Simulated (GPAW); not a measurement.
TiO2 (P4_2/mnm): how ε∞ follows the gap

The empty bands of TiO2 (P4_2/mnm) are shifted up rigidly by Δ, and ε∞ along x is computed for each shift. x, y and z are the Cartesian axes of the input cell.

It takes space group P4_2/mnm (No. 136, tetragonal). The conventional cell has a = 4.592 Å, b = 4.592 Å, c = 2.957 Å, α = 90.00°, β = 90.00°, γ = 90.00°. Ti on site a has 6 O at 1.95 to 1.98 Å as nearest neighbours. O on site f has 3 Ti at 1.95 to 1.98 Å as nearest neighbours.

Method: GPAW 26.7.0, LDA, RPA, k-mesh 7×7×10, local fields up to 50 eV, Lorentzian half width 0.15 eV.

Launch of the response step: `OMP_NUM_THREADS=1 python df.py`. The series took 10.6 min in all, its band step included, on 1 thread of Arm Neoverse V1 (shared host).

| Δ (eV) | ε∞ along x |
| --- | --- |
| 0.00 | 6.824 |
| 0.40 | 6.394 |
| 0.80 | 6.034 |
| 1.20 | ? |
| 1.60 | 5.460 |
| 2.00 | 5.226 |

With one effective transition at E₀ and fixed dipole strength, ε∞ − 1 = A/(E₀ + Δ), so 1/(ε∞ − 1) is linear in Δ.

Working, on the rows shown:

| x = Δ (eV) | y = 1/(ε∞ − 1) |
| --- | --- |
| 0 | 0.171703 |
| 0.4 | 0.185391 |
| 0.8 | 0.198649 |
| 1.6 | 0.224215 |
| 2 | 0.23663 |

Means: x̄ = 0.96, ȳ = 0.20332. Σ(x − x̄)(y − ȳ) = 0.08916, Σ(x − x̄)² = 2.752. Slope = 0.08916 / 2.752 = 0.0324; intercept = ȳ − slope · x̄ = 0.17222. Turned back into ε∞ along x, the line misses the rows shown by at most 0.017.

Task: Fill in the last column of the withheld row.

Result: At x = 1.2 the line gives y = 0.21109, that is 5.737. The run gave 5.726, so the interpolation is off by 0.011, 0.7 % of the range in the table.

Refitted with all rows, the slope is 0.03243 and the intercept 0.17227. These give E₀ = intercept/slope = 5.3 eV, far above the least direct gap of 1.80 eV: most of the screening comes from transitions well over the edge. Over the first step ε∞ falls by 16 % per eV. The measured fundamental gap is 3.05 eV (arxiv:2112.05953 (2021)), against 1.80 eV for the same gap here, so it asks for Δ = 1.25 eV, where the line gives ε∞ = 5.70. Excitons are left out; LDA gaps are as a rule too small. The values come from a sum over the points of one k-mesh and carry its error, which grows as the direct gap shrinks. This version of GPAW has incomplete matrix elements in the optical limit, which can lower ε − 1 by up to a tenth where first-row anions or d states rule.
